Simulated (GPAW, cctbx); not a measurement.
## Ta3PtC: deformation density and structure factors from DFT

Question: by how much does bonding change the X-ray structure factors of Ta3PtC, how firmly does DFT give the change, and what does a routine refinement make of it?

The start was made by putting kin elements into a known structure type; the compound need not exist, or be stable, in this form. All numbers below are calculated.

## 1. Relax the structure

The density hangs on the geometry, so cell and atoms are relaxed first, with the symmetry held. The cutoff is set higher than for the density because stress converges slowly with plane waves.

Settings: GPAW 26.7.0, PBE, 670 eV, 5×5×5 k-points, Fermi–Dirac width 0.1 eV, BFGS to 0.03 eV/Å.

```text
cell
1.0
     4.326000000    0.000000000    0.000000000
     0.000000000    4.326000000    0.000000000
     0.000000000    0.000000000    4.326000000
Pt Ta C
1 3 1
Direct
0.000000000 0.000000000 0.000000000
0.500000000 0.500000000 0.000000000
0.000000000 0.500000000 0.500000000
0.500000000 0.000000000 0.500000000
0.500000000 0.500000000 0.500000000
```

```console
$ OMP_NUM_THREADS=1 mpirun -n 4 gpaw python run.py > gpaw.log
```

```text
BFGS:    0      -47.279899        1.048106
BFGS:    1      -47.322513        0.856283
BFGS:    2      -47.403704        0.052478
BFGS:    3      -47.404049        0.001639
cell  4.2591 4.2591 4.2591  90.00 90.00 90.00
volume 77.259 A^3, largest force 0.000 eV/A, largest stress 0.02 GPa
```

After 3 steps the volume has changed by -4.6 % and the energy by -0.124 eV; the largest stress left is 0.02 GPa. It took 71 s on 4 cores of Arm Neoverse N1 (shared host), peak memory 0.83 GiB.

Relaxed structure: Pm-3m (no. 221), a = 4.2591 Å, b = 4.2591 Å, c = 4.2591 Å, α = 90.00°, β = 90.00°, γ = 90.00°.

| atom | mult. | x | y | z |
| --- | --- | --- | --- | --- |
| Pt1 | 1 | 0 | 0 | 0 |
| Ta1 | 3 | 1/2 | 1/2 | 0 |
| C1 | 1 | 1/2 | 1/2 | 1/2 |

## 2. Density and charge transfer

X-rays see the whole electron density, so the PAW density is rebuilt with its core regions. Subtracting spherical free atoms from the same code cancels the cores and leaves the deformation density Δρ, the part due to bonding.

Settings: PBE, 550 eV, 6×6×6 k-points, Fermi–Dirac width 0.1 eV; primitive cell of 5 atoms.

```console
$ OMP_NUM_THREADS=1 mpirun -n 4 gpaw python run.py > gpaw.log
```

```text
|iter:   1|       0s |  -53.051395 | +0.26 |       |
|iter:   2|       2s |  -50.807230 | -1.39 | -1.03 |
|iter:   3|       4s |  -47.561617 | -0.57 | -1.11 |
...
|iter:   9|      14s |  -47.340464c| -5.87 | -3.96 |
|iter:  10|      15s |  -47.340468c| -6.72 | -4.52c|
|iter:  11|      17s |  -47.340469c| -7.76c| -4.86c|
```

```text
grid (48, 48, 48)  electrons 303.000  moved by bonding 1.410 e
deformation density beyond 0.5 A of the nuclei: max 0.113, min -0.218 e/A^3
atom        x       y       z   Voronoi charge  moment
Pt1    0.0000  0.0000  0.0000     -0.085       0.00
Ta2    0.5000  0.5000  0.0000      0.236       0.00
Ta3    0.0000  0.5000  0.5000      0.236       0.00
Ta4    0.5000  0.0000  0.5000      0.236       0.00
C 5    0.5000  0.5000  0.5000     -0.623       0.00
mean inner potential of superposed free atoms 31.751 V
total magnetic moment 0.000 muB
```

Deformation density in a plane through the shortest contact of the Ta atom at the origin, in 0.01 e/Å³ (clipped at ±99); x from -1.6 to 3.7 Å, y from 2.4 down to -2.4 Å:

```text
  3   4  -1  -9 -18 -18  -9  -1   4   3   1   1   3   4  -1  -9
  2   4   4   1  -2  -2   1   4   4   2   0   0   2   4   4   1
  1   3   4   4   4   4   4   4   3   1   0   0   1   3   4   4
  4   3   2   0  -1  -1   0   2   3   4   4   4   4   3   2   0
  9   5  -1  -5  -6  -6  -5  -1   5   9  10  10   9   5  -1  -5
 11   7  -4  -2   .   .  -1  -4   7  11   .   .  11   7  -4  -1
 10   7  -4  -2   .   .  -2  -4   7  10   .   .  10   7  -5  -2
 11   7  -4  -2   .   .  -1  -4   7  11   .   .  11   7  -4  -1
  9   5  -1  -5  -6  -6  -5  -1   5   9  10  10   9   5  -1  -5
  4   3   2   0  -1  -1   0   2   3   4   4   4   4   3   2   0
  1   3   4   4   4   4   4   4   3   1   0   0   1   3   4   4
  2   4   4   1  -2  -2   1   4   4   2   0   0   2   4   4   1
  3   4  -1  -9 -18 -18  -9  -1   4   3   1   1   3   4  -1  -9
```

Atoms in or within 0.15 Å of the plane: Ta (0.0, 0.0), C (2.1, 0.0) Å. Dots mark points within about 0.45 Å of a nucleus; large values next to them are atomic features.

C gains most (-0.62 e) and Ta loses most (+0.24 e), as electronegativity suggests. Such charges fall far short of formal ones, since overlapping free atoms already put density on their neighbours. Along the shortest contact from the Ta atom at the map's origin, Ta–C at 2.13 Å, Δρ is +0.01 e/Å³ at the midpoint and highest, +0.11, 1.49 Å from Ta (points within 0.5 Å of a nucleus left out): little sits at the middle, as in a polar contact, whose build-up shifts to the more electronegative atom. At the midpoints of other shortest contacts it is +0.04 (Pt–Ta, 3.01 Å) and +0.01 (Ta–Ta, 3.01 Å) e/Å³. Point values carry grid noise of about 0.01 e/Å³. The run needed 11 iterations, 32 s.

## 3. Structure factors

The Fourier components of Δρ, added to those of the free atoms, give the static X-ray structure factors; the Mott–Bethe relation turns them into the Fourier components V of the potential that fast electrons feel.

```text
static structure factors of the conventional cell: F in electrons, V (Mott-Bethe) in volts
   h  k  l      d  |F| table  |F| free   |F| DFT   change   |V| free  |V| DFT  change %
   0  1  0  4.2591     0.475     0.448     0.086   -0.361     1.558    1.169    -25.0
   0  1  1  3.0116     9.050     9.028     9.321    0.293     1.061    0.903    -14.9
   1  1  1  2.4590   246.758   246.505   245.679   -0.826    15.962   16.258      1.9
   0  2  0  2.1296   244.378   244.023   243.671   -0.352    15.867   15.962      0.6
   0  2  1  1.9047     1.192     1.248     1.019   -0.228     0.484    0.435    -10.2
   1  2  1  1.7388     6.438     6.501     6.346   -0.155     0.807    0.835      3.4
   0  2  2  1.5058   216.793   216.428   216.577    0.149    11.646   11.626     -0.2
   1  2  2  1.4197     1.398     1.414     1.400   -0.014     0.289    0.287     -0.6
   0  3  0  1.4197     1.398     1.414     1.371   -0.043     0.289    0.284     -1.8
   0  3  1  1.3468     5.575     5.604     5.589   -0.015     0.581    0.582      0.3
   1  3  1  1.2842   197.898   197.675   197.851    0.176     9.130    9.113     -0.2
   2  2  2  1.2295   197.618   197.451   197.611    0.160     9.466    9.451     -0.2
   0  3  2  1.1813     1.539     1.563     1.598    0.035     0.212    0.215      1.4
   1  3  2  1.1383     5.204     5.251     5.266    0.015     0.442    0.441     -0.3
```

The largest X-ray change is -0.83 e on 111, 0.3 % of |F|. For electrons V goes as (Z − F)/g², and among components above 0.1 V the largest relative change is this: |V| of 010 moves by -25.0 % (1.56 to 1.17 V) against -80.6 % in |F|. The last three rows change by 0.16 e or less, against 0.83 e at the top: the effect is concentrated at low angle. The tabulated Hartree–Fock atoms differ from the free DFT atoms by up to 0.37 e, so the choice of reference atom matters too.

## 4. How cheap can the run be?

Cutoff and k-mesh: one is changed at a time, to find what the result needs.

```csv
run,ΔF 111 (e),ΔF 010 (e),ΔF 020 (e),q(C) (e),moved (e),time
550 eV 6×6×6,-0.826,-0.361,-0.352,-0.623,1.410,32 s
250 eV 6×6×6,-0.813,-0.347,-0.410,-0.592,1.409,14 s
350 eV 6×6×6,-0.822,-0.359,-0.360,-0.618,1.369,18 s
750 eV 6×6×6,-0.826,-0.362,-0.351,-0.627,1.371,44 s
550 eV 2×2×2,-0.893,-0.366,-0.319,-0.633,1.465,18 s
550 eV 3×3×3,-0.822,-0.359,-0.365,-0.621,1.421,19 s
```

Within 0.02 e of the base on all three: 350 eV 6×6×6, 550 eV 3×3×3 and 750 eV 6×6×6. The largest error, 0.067 e, comes with 550 eV 2×2×2. Times are from shared hosts.

## 5. Refining ordinary atoms against data with bonding

Routine crystallography fits spherical atoms. To see the bias, intensities are simulated from tabulated atoms plus the DFT change ΔF, so that bonding alone can misfit (5040 reflections of the full sphere, merged to the counts below, to 0.4 Å, 0.5 % proportional noise plus counting noise, assumed isotropic U as listed, Δρ smeared by the mean U) and refined with cctbx over different ranges.

| range | data | R1 | GooF | U Pt1 (true 0.0061) | U Ta1 (true 0.0063) | U C1 (true 0.0138) | largest shift (Å) | Δρ max, min (e/Å³) |
| --- | --- | --- | --- | --- | --- | --- | --- | --- |
| all data | 166 | 0.0034 | 1.04 | 0.0061 | 0.0063 | 0.0136 | 0.0000 | 0.39, -0.36 |
| low resolution, d > 0.84 | 26 | 0.0021 | 1.12 | 0.0060 | 0.0063 | 0.0155 | 0.0000 | 0.17, -0.09 |
| high order, d < 0.75 | 132 | 0.0043 | 1.01 | 0.0061 | 0.0063 | 0.0136 | 0.0000 | 0.35, -0.32 |
| occupancies free, d > 0.7 | 42 | 0.0021 | 1.09 | 0.0061 | 0.0063 | 0.0141 | 0.0000 | 0.18, -0.16 |

With all data GooF is 1.04, so at this noise the bonding hardly shows; the top residual peak, near noise level, lies 0.81 Å from C and 1.79 Å from Ta. No U is off by more than 3 s.u. at low resolution. Symmetry fixes every coordinate, so the shifts are zero by construction. With Pt1 held at 1 and the scale free, the other occupancies refine to Ta1 1.000(0.001) and C1 1.023(0.026), within three s.u. of full.

## 6. Answer

Bonding moves 1.41 e in the primitive cell of Ta3PtC and changes the structure factors of the conventional cell in the table above by at most 0.83 e (111, 0.3 %), and among reflections above 2 % of the strongest by up to 3.2 % (011). The shortest bond, Ta–C, has Δρ = +0.01 e/Å³ at its midpoint, low for a shared bond; with the charge transfer this is a polar contact. Within 0.02 e of the base on all three: 350 eV 6×6×6, 550 eV 3×3×3 and 750 eV 6×6×6. The largest error, 0.067 e, comes with 550 eV 2×2×2. With all data GooF is 1.04, so at this noise the bonding hardly shows. Limits: static density, frozen cores, no spin–orbit coupling.

[Outputs are excerpts: Python notices, other lines and further rows are left out; steps that failed or that the build refused (PBEsol, TPSS) are not shown.]

[Logs are printed without paths, hosts, clocks, repeated set-up lines and the standing remarks that a program may print on its own settings, such as how far it seeks lower states.]
